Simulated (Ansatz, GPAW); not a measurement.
# Ballistic transport through cyanobenzenedithiol between two Ag chains, from relaxation to T(E), part 2 of 4

Aim: the conductance of cyanobenzenedithiol between two Ag chains after relaxation, and whether geometry, basis or functional moves it most.

GPAW 26.7.0 and Ansatz 0.2.0; Ansatz plane waves; relaxation of the junction with the lead ends held; PAW set soft_1 (the session's first sound run).

So far. Step 2 (Relaxation): The relaxation lowered the energy of the cell by 1.22 eV.

## Step 3: Plane waves, PBE

A plane-wave run comes first: its basis does not favour the atoms, so it serves as the reference for the orbital bases.

This step: Ansatz plane waves; Landauer transmission by layers, zero bias; PAW set soft_1 (Ansatz 0.2.0).

The input, input.yaml:

```yaml
crystal:
  lattice:
    - [14.3526448513, 0.0, 0.0]
    - [0.0, 9.24114002, 0.0]
    - [0.0, 0.0, 42.8619805819]
  atoms:
    - { symbol: Ag, position: [0.5, 0.5, 0.0310298307] }
    - { symbol: Ag, position: [0.5, 0.5, 0.093089492] }
    - { symbol: Ag, position: [0.5, 0.5, 0.1551491534] }
    - { symbol: Ag, position: [0.5, 0.5, 0.2172088147] }
    - { symbol: Ag, position: [0.5, 0.5, 0.2792684761] }
    - { symbol: Ag, position: [0.4040316047, 0.481984147, 0.33248184] }
    - { symbol: Ag, position: [0.5052507233, 0.5062804003, 0.3846357743] }
    - { symbol: S, position: [0.5969731314, 0.5280528688, 0.4310157045] }
    - { symbol: C, position: [0.5364464993, 0.5152639865, 0.4660460476] }
    - { symbol: H, position: [0.6639638861, 0.5420734121, 0.4924057196] }
    - { symbol: H, position: [0.3964752771, 0.4856704656, 0.4481996945] }
    - { symbol: C, position: [0.5888623418, 0.5263024131, 0.4938350761] }
    - { symbol: C, position: [0.4389277368, 0.4946957343, 0.4692199135] }
    - { symbol: C, position: [0.5465845506, 0.5174668132, 0.5232061696] }
    - { symbol: C, position: [0.3969028985, 0.485856443, 0.4981594094] }
    - { symbol: H, position: [0.3217887663, 0.469996444, 0.4996751609] }
    - { symbol: C, position: [0.6017261639, 0.528904081, 0.5505881928] }
    - { symbol: C, position: [0.4478382106, 0.4966418527, 0.5265186367] }
    - { symbol: "N", position: [0.6415198197, 0.5371729518, 0.5743912012] }
    - { symbol: S, position: [0.3866218219, 0.4842458816, 0.5612058418] }
    - { symbol: Ag, position: [0.4964282052, 0.5045811563, 0.6045090742] }
    - { symbol: Ag, position: [0.4269674768, 0.481968921, 0.6636176635] }
    - { symbol: Ag, position: [0.5, 0.5, 0.7207315239] }
    - { symbol: Ag, position: [0.5, 0.5, 0.7827911853] }
    - { symbol: Ag, position: [0.5, 0.5, 0.8448508466] }
    - { symbol: Ag, position: [0.5, 0.5, 0.906910508] }
    - { symbol: Ag, position: [0.5, 0.5, 0.9689701693] }
kpoints:
  mp_grid: { grid: [1, 1, 2] }
hamiltonian:
  xc: pbe
  pseudopotentials: { kind: paw, azcp: { folder: soft_1 } }
scf:
  occupations: { method: fermi_dirac, width: 0.1 }
output:
  transmission:
    leads: [[0, 1]]
    e_range: [-2, 2]
    de: 0.025
    kmesh: [1, 1]
    reduced_basis: true
  write_potential: true
  write_density: true
  volumetric_format: npy
  elf: true
```

On the command line:

```
> ansatz run input.yaml --threads 4 --pin off --max-ram 8192MiB --backend cpu --events-out ev --progress --plain --runs-dir out
```

Numbers of over 12 decimals in the logs are rounded to 6 here.

Log:

```text
[...]
Crystal: 27 atoms, lattice volume = 5684.990 Å³
Basis set: ecut = 420 eV, 111191 PW (Γ)
Bands: 189, of which v1, the nominal top of the filled ones, is band 157 counted from 1 (156 counted from 0)
Symmetry: 1 space group operations
[...]
k-points: 2
[...]
SCF iter   1: F=—  HF=-110251.461693 eV  |F-HF|=—  |Δ(HF+E_count)|=         —  Δρ=2.18e-2  dr2=7.99e1  ethr=3.10e-3  ⟨swp⟩=8.0  Hψ=1821  notcnv=0  defer=21
[...]
SCF iter  17: F=-110240.615239 eV  HF=-110240.615239 eV  |F-HF|=2.24e-7  |Δ(HF+E_count)|=   7.17e-7  Δρ=8.09e-7  dr2=5.29e-8  ethr=3.18e-11  ⟨swp⟩=21.0  Hψ=1847  notcnv=0
SCF 1 converged in 17 iterations: F = -110240.615239 eV  dr2 = 5.29e-8
[...]
transmission: 6 of 54 steps passed
transmission: 11 of 54 steps passed
[...]
transmission: 54 of 54 steps passed
WARN: The output density's exchange-correlation potential varies sharply where the density is thin. Do not read a vacuum level from v_tot or v_xc, or from such a field of the output density. On a cell that repeats whose density bears no net charge and no dipole along the vacuum's axis use v_es (v_loc + v_h of the components); under efield.dipole_correction with no amplitude use v_es + v_field, which holds any externa [...]
SCF converged after 17 iterations
Free energy (F): -110240.615239 eV
[...]
Internal energy: -110240.304244 eV  (E = F + TS)
E sigma→0 (E₀):  -110240.459742 eV
Entropy (-TS):   -0.310995 eV (-11.518 meV/atom)
Fermi energy:    -3.879773 eV
[...]
--- Band table (eV) ---
  k-point 0: bands = [... 153 lower, -4.6806, -4.4590, -4.1636, -3.9589, -3.8242, -3.3847, -2.8343, -2.2115, ... 28 higher]
  k-point 1: bands = [... 153 lower, -4.6848, -4.4559, -4.1660, -3.9590, -3.8228, -3.3850, -2.8349, -2.2110, ... 28 higher]
--- Transmission ---
  basis      : 1165 plane waves across, 54 finite elements along
  points     : 1, standing for a mesh of 1 x 1
  filling    : by the input's occupations and mesh, since the crystals that have channels conduct as metals do. If one of these is a semiconductor, that mesh has misplaced its level
  energies   : 161 from -2.000000 to 2.000000 eV about the Fermi level, 0.025000 eV apart; the leads are filled to 0.000000 eV, and channels, transmission and decay are at 0.000000 eV
  crystal 0  : Ag1, at the sites [0, 1], period 2.6600 Å, over 26.60 Å; its Hamiltonian steps by up to 14.6 meV
    offset         : up to 0.0000 Å between an atom of the period and one for which it stands
    filled         : 15.9 meV over the level at which it is neutral
    channels       : 1.000000e0 a spin
    conductance    : 5.8417e13 S/m² at 300 K; may be off by some 0.0 % by where its bands' edges are placed, 0.0 % from the distance to neutral
  junction   : crystal 0 to crystal 0, 0.70 to 40.90 Å
    transmission   : 4.896630e-5 a spin
    conductance    : 6.0765e9 S/m² at 300 K (6.0774e9 on every other energy)
    error estimate : 0.0 % from the energy spacing and 0.0 % from band edges of the leads and from resonances (wavevectors taken as independent; lower de), 62.0 % from the steps of its leads' Hamiltonians or their offsets (lay more layers), 41.0 % from the distance to neutral
    resistance     : 1.6455e2 Ω µm² beyond half of each lead's own
```

Elapsed: 3.5 h, on 4 threads of Arm Neoverse V2, shared host; peak memory 6.4 GiB; 13 h of CPU time.

This step gave:

```yaml
free_energy: -110240.6152 eV
lead_level: 0 eV from the Fermi level
transmission_at_the_fermi_level_one_spin: 4.90e-5
open_channels_of_the_lead_at_the_fermi_level_one_spin: 1
step_of_the_potential_along_the_lead: 14.6 meV
offset_of_the_lead: 0 Å
filling_of_the_lead_less_its_bulk_value_in_size: 15.9 meV
conductance: 1.04e-4 G₀
```

One spin. The transmission, zone mean by energy, zero at the Fermi level:

| energy (eV) | transmission, zone mean |
| --- | --- |
| -2.000 | 4.8e-5 |
| -1.900 | 7.9e-7 |
| -1.800 | 1.1e-7 |
| -1.700 | 0 |
| -1.600 | 0 |
| -1.500 | 0 |
| -1.400 | 0 |
| -1.300 | 0 |
| -1.200 | 0 |
| -1.100 | 0.00562 |
| -1.075 | 0.0104 |
| -1.000 | 0.00574 |
| -0.900 | 0.00234 |
| -0.800 | 0.00117 |
| -0.700 | 6.5e-4 |
| -0.600 | 3.9e-4 |
| -0.500 | 2.6e-4 |
| -0.400 | 1.9e-4 |
| -0.300 | 1.4e-4 |
| -0.200 | 9.9e-5 |
| -0.100 | 5.0e-5 |
| 0.000 | 4.9e-5 |
| 0.100 | 2.7e-5 |
| 0.200 | 1.5e-5 |
| 0.300 | 7.1e-6 |
| 0.400 | 3.1e-6 |
| 0.500 | 1.0e-6 |
| 0.600 | 1.4e-7 |
| 0.700 | 2.2e-8 |
| 0.800 | 3.6e-7 |
| 0.900 | 9.7e-7 |
| 1.000 | 1.7e-6 |
| 1.100 | 2.5e-6 |
| 1.200 | 3.2e-6 |
| 1.300 | 3.6e-6 |
| 1.400 | 3.7e-6 |
| 1.500 | 3.3e-6 |
| 1.600 | 2.2e-6 |
| 1.700 | 7.4e-7 |
| 1.800 | 7.6e-8 |
| 1.900 | 5.0e-6 |
| 2.000 | 3.2e-5 |

One spin. Open channels, zone mean against energy, zero at the Fermi level:

| energy (eV) | open channels, zone mean |
| --- | --- |
| -2.000 | 3 |
| -1.900 | 1 |
| -1.800 | 1 |
| -1.700 | 0 |
| -1.600 | 0 |
| -1.500 | 0 |
| -1.400 | 0 |
| -1.300 | 0 |
| -1.200 | 0 |
| -1.100 | 1 |
| -1.000 | 1 |
| -0.900 | 1 |
| -0.800 | 1 |
| -0.700 | 1 |
| -0.600 | 1 |
| -0.500 | 1 |
| -0.400 | 1 |
| -0.300 | 1 |
| -0.200 | 1 |
| -0.100 | 1 |
| 0.000 | 1 |
| 0.100 | 1 |
| 0.200 | 1 |
| 0.300 | 1 |
| 0.400 | 1 |
| 0.500 | 1 |
| 0.600 | 1 |
| 0.700 | 1 |
| 0.800 | 1 |
| 0.900 | 1 |
| 1.000 | 1 |
| 1.100 | 1 |
| 1.200 | 1 |
| 1.300 | 1 |
| 1.400 | 1 |
| 1.500 | 1 |
| 1.600 | 1 |
| 1.700 | 1 |
| 1.800 | 1 |
| 1.900 | 1 |
| 2.000 | 1 |

Crystal 0, spin -, k parallel (0, 0); distinct values, listed up to 1.5 1/Å. The Im kz of the slowest decaying states by energy, zero at the Fermi level:

| energy (eV) | decay 1 (Å⁻¹) | decay 2 (Å⁻¹) | decay 3 (Å⁻¹) | decay 4 (Å⁻¹) |
| --- | --- | --- | --- | --- |
| -2.000 | 0.584 | 0.772 | 1.30 | 1.34 |
| -1.800 | 0.192 | 0.192 | 0.512 | 0.868 |
| -1.600 | 0.195 | 0.280 | 0.280 | 0.430 |
| -1.400 | 0.295 | 0.329 | 0.339 | 0.339 |
| -1.200 | 0.183 | 0.369 | 0.382 | 0.382 |
| -1.000 | 0.416 | 0.416 | 0.430 | 1.09 |
| -0.800 | 0.442 | 0.442 | 0.484 | 1.13 |
| -0.600 | 0.463 | 0.463 | 0.531 | 1.16 |
| -0.400 | 0.479 | 0.479 | 0.574 | 1.15 |
| -0.200 | 0.490 | 0.491 | 0.612 | 1.13 |
| 0.000 | 0.499 | 0.499 | 0.646 | 1.11 |
| 0.200 | 0.503 | 0.504 | 0.677 | 1.08 |
| 0.400 | 0.505 | 0.506 | 0.706 | 1.06 |
| 0.600 | 0.504 | 0.505 | 0.731 | 1.04 |
| 0.800 | 0.499 | 0.501 | 0.755 | 1.02 |
| 1.000 | 0.491 | 0.493 | 0.776 | 0.997 |
| 1.200 | 0.480 | 0.483 | 0.795 | 0.970 |
| 1.400 | 0.465 | 0.469 | 0.813 | 0.942 |
| 1.600 | 0.447 | 0.452 | 0.830 | 0.913 |
| 1.800 | 0.424 | 0.431 | 0.845 | 0.883 |
| 2.000 | 0.397 | 0.405 | 0.852 | 0.859 |

Crystal 0, spin -, k parallel (0, 0). The Re kz of states that move upwards by energy, zero at the Fermi level:

| energy (eV) | channel 1 (Å⁻¹) | channel 2 (Å⁻¹) | channel 3 (Å⁻¹) |
| --- | --- | --- | --- |
| -2.000 | -0.108 | -0.107 | 0.939 |
| -1.900 | 0.996 | - | - |
| -1.800 | 1.08 | - | - |
| -1.700 | - | - | - |
| -1.600 | - | - | - |
| -1.500 | - | - | - |
| -1.400 | - | - | - |
| -1.300 | - | - | - |
| -1.200 | - | - | - |
| -1.100 | 0.0536 | - | - |
| -1.000 | 0.196 | - | - |
| -0.900 | 0.271 | - | - |
| -0.800 | 0.328 | - | - |
| -0.700 | 0.376 | - | - |
| -0.600 | 0.417 | - | - |
| -0.500 | 0.453 | - | - |
| -0.400 | 0.486 | - | - |
| -0.300 | 0.517 | - | - |
| -0.200 | 0.544 | - | - |
| -0.100 | 0.570 | - | - |
| 0.000 | 0.594 | - | - |
| 0.100 | 0.617 | - | - |
| 0.200 | 0.639 | - | - |
| 0.300 | 0.659 | - | - |
| 0.400 | 0.679 | - | - |
| 0.500 | 0.697 | - | - |
| 0.600 | 0.715 | - | - |
| 0.700 | 0.732 | - | - |
| 0.800 | 0.749 | - | - |
| 0.900 | 0.765 | - | - |
| 1.000 | 0.780 | - | - |
| 1.100 | 0.795 | - | - |
| 1.200 | 0.810 | - | - |
| 1.300 | 0.824 | - | - |
| 1.400 | 0.838 | - | - |
| 1.500 | 0.852 | - | - |
| 1.600 | 0.865 | - | - |
| 1.700 | 0.878 | - | - |
| 1.800 | 0.891 | - | - |
| 1.900 | 0.904 | - | - |
| 2.000 | 0.917 | - | - |

The electrostatic potential energy of an electron (with the applied field's), less the Fermi level, planar mean oscillates, so the rows of the table below give means over windows of 2 Å about each position, cut where the curve ends. Its first 14 maxima inside the range that stand out by 2 % of the span (Å: eV): 2.7: 4.90, 5.4: 4.88, 8.0: 4.86, 10.6: 4.81, 13.1: 4.63, 15.3: 4.62, 17.6: 4.68, 19.3: 4.39, 20.7: 4.11, 21.9: 4.15, 23.1: 4.21, 25.2: 4.49, 27.2: 4.88, 29.6: 4.85. Its first 14 minima: 1.3: 4.25, 4.0: 4.25, 6.7: 4.21, 9.4: 4.21, 12.1: 4.09, 14.1: 4.11, 16.4: 4.11, 18.6: 4.14, 20.1: 3.68, 21.3: 3.35, 22.5: 3.67, 23.8: 3.74, 26.0: 4.34, 28.6: 4.27.

The electrostatic potential energy of an electron (with the applied field's), less the Fermi level, planar mean by z; means over each step:

| z (Å) | electrostatic potential energy of an electron (with the applied field's), less the Fermi level, planar mean (eV) |
| --- | --- |
| 0 | 4.64 |
| 2 | 4.55 |
| 4 | 4.43 |
| 6 | 4.52 |
| 8 | 4.60 |
| 10 | 4.49 |
| 12 | 4.28 |
| 14 | 4.29 |
| 16 | 4.31 |
| 18 | 4.36 |
| 20 | 4.02 |
| 22 | 3.79 |
| 24 | 3.99 |
| 26 | 4.47 |
| 28 | 4.50 |
| 30 | 4.55 |
| 32 | 4.62 |
| 34 | 4.51 |
| 36 | 4.46 |
| 38 | 4.60 |
| 40 | 4.64 |
| 42 | 4.44 |

The valence density, planar mean oscillates, so the rows of the table below give means over windows of 2.68 Å about each position, cut where the curve ends. Its first 14 maxima inside the range that stand out by 2 % of the span (Å: e/Å³): 1.3: 0.146, 4.0: 0.146, 6.7: 0.145, 9.4: 0.144, 11.9: 0.144, 14.3: 0.146, 16.5: 0.145, 21.3: 0.0639, 24.4: 0.0660, 25.9: 0.147, 28.4: 0.146, 31.0: 0.144, 33.5: 0.144, 36.2: 0.145. Its first 14 minima: 2.7: 0.00685, 5.4: 0.00688, 8.0: 0.00694, 10.7: 0.00702, 13.1: 0.0110, 15.3: 0.0119, 17.6: 0.0170, 23.1: 0.0471, 25.2: 0.0439, 27.2: 0.00761, 29.6: 0.00905, 32.1: 0.00689, 34.8: 0.00698, 37.5: 0.00684.

The valence density, planar mean by z; means over each step:

| z (Å) | valence density, planar mean (e/Å³) |
| --- | --- |
| 1.34 | 0.0535 |
| 4.02 | 0.0535 |
| 6.70 | 0.0535 |
| 9.38 | 0.0536 |
| 12.06 | 0.0545 |
| 14.74 | 0.0605 |
| 17.42 | 0.0569 |
| 20.10 | 0.0486 |
| 22.78 | 0.0526 |
| 25.46 | 0.0741 |
| 28.14 | 0.0541 |
| 30.82 | 0.0539 |
| 33.50 | 0.0535 |
| 36.18 | 0.0535 |
| 38.86 | 0.0535 |
| 41.54 | 0.0566 |

Valence density in the ca plane at fractional y = 0.526, with atoms of Ag and S and C and H and N within 0.2 Å of it. It is the smooth field of the valence electrons, not physical close to the nuclei.

Ten steps, logarithmic in the rise over the least value, from '0' (0 e/Å³) to '9' (15 e/Å³), each cell a mean:
```
00000000000000000000000000000000000000000000
00000000000000000000000000000000000000000000
00000000000000000000000000000000000000000000
00000000000000000000000000000000000000000000
00000000000000000000000000000000000000000000
00000000000000000000000000000000000000000000
00000000000000000000001110000000000000000000
00001122100024310001234542000000000000000000
00012444321135531123466663100000000000000000
11123423433355554445555542110000000000011100
66533444455555555554432224553100000001355421
99852222345542234543111147997311111112689852
88741001245532234543222247986322565422588752
33210001345554445544444323442124798631233311
00000002333344443333444421100013576421000000
00000000111123432112344310000000122100000000
00000000000001210001121100000000000000000000
00000000000000000000000000000000000000000000
00000000000000000000000000000000000000000000
00000000000000000000000000000000000000000000
00000000000000000000000000000000000000000000
00000000000000000000000000000000000000000000
00000000000000000000000000000000000000000000
00000000000000000000000000000000000000000000
```
Columns run along c (16.0 Å, from fractional 0.38 to 0.75 of the cell), rows up along a (14.4 Å). Atoms in or near the plane, at fractional coordinates: Ag at (0.38, 0.51), S at (0.43, 0.60), C at (0.47, 0.54), H at (0.49, 0.66), C at (0.49, 0.59), C at (0.52, 0.55), C at (0.55, 0.60), N at (0.57, 0.64), Ag at (0.60, 0.50).

Electrostatic potential energy in the ca plane at fractional y = 0.526, with atoms of Ag and S and C and H and N within 0.2 Å of it. With pseudopotentials it is smooth inside the atoms' cores, unlike the true potential.

Ten even steps from '0' (-40 eV) to '9' (2 eV), each cell a mean:
```
99999999999999999999999999999999999999999999
99999999999999999999999999999999999999999999
99999999999999999999999999999999999999999999
99999999999999999999999999999999999999999999
99999999999999999999999999999999999999999999
99999999999999999999999999999999999999999999
99999999999999999999999999999999999999999999
99999999999983589999984369999999999999999999
99997312689872378884210018999999999999999999
88884010267720035540002468999999999999999999
33476312420032230004458886446899999999754578
45248888720158863137899852432689999997334237
22368999862268874116888852333687534688423248
77899999740034343005533687567885232378876789
99999998676661027776100389999997423589999999
99999999999987678998523689999999888999999999
99999999999999889999999999999999999999999999
99999999999999999999999999999999999999999999
99999999999999999999999999999999999999999999
99999999999999999999999999999999999999999999
99999999999999999999999999999999999999999999
99999999999999999999999999999999999999999999
99999999999999999999999999999999999999999999
99999999999999999999999999999999999999999999
```
Columns run along c (16.0 Å, from fractional 0.38 to 0.75 of the cell; values clipped at the 3rd and 97th percentile), rows up along a (14.4 Å). Atoms in or near the plane, at fractional coordinates: Ag at (0.38, 0.51), S at (0.43, 0.60), C at (0.47, 0.54), H at (0.49, 0.66), C at (0.49, 0.59), C at (0.52, 0.55), C at (0.55, 0.60), N at (0.57, 0.64), Ag at (0.60, 0.50).

ELF in the ca plane at fractional y = 0.526, with atoms of Ag and S and C and H and N within 0.2 Å of it. It is the smooth field of the valence electrons, not physical close to the nuclei.

Ten even steps from '0' (0.00 × 1e-1) to '9' (9.94 × 1e-1), each cell a mean:
```
00000000000000000000000000000000000000000000
00000000000000000000000000000000000000000000
00000000000000000000000000000000000000000000
00000000000000000000000000000000000000000000
00000000000000000000000000000000000000000000
00000122100014410000012333200000000000000000
00013566410179961001245777520000000000000000
00026899730399982015667899730000000000000000
00147878740289962146685389620000000000011000
11257402664562366586158664100000111111111111
44237856873685585168654212332101122111233321
66522543554552246674101124654211222211356531
55431100267752136665334224554212343221345431
22221016874487577458767742232113455421223221
11100059997576466457645873111112344311111111
00000059962147874016888862000011122111111100
00000013200059994016898741000001111110000000
00000000000048872003665310000000000000000000
00000000000013310000221100000000000000000000
00000000000000000000000000000000000000000000
00000000000000000000000000000000000000000000
00000000000000000000000000000000000000000000
00000000000000000000000000000000000000000000
00000000000000000000000000000000000000000000
```
Columns run along c (16.0 Å, from fractional 0.38 to 0.75 of the cell), rows up along a (14.4 Å). Atoms in or near the plane, at fractional coordinates: Ag at (0.38, 0.51), S at (0.43, 0.60), C at (0.47, 0.54), H at (0.49, 0.66), C at (0.49, 0.59), C at (0.52, 0.55), C at (0.55, 0.60), N at (0.57, 0.64), Ag at (0.60, 0.50).

The largest of the program's own error estimates on the conductance is 62 %. T at the Fermi level is 4.9e-5 of 1 open channels a spin.

(Part 2 of 4 ends here.)

[Logs are printed without paths, hosts, clocks, repeated set-up lines and the standing remarks that a program may print on its own settings, such as how far it seeks lower states.]

[Hosts, paths, dates, database ids (printed as entryN), source tags and the programs' standing remarks are cut or masked in the printed files.]
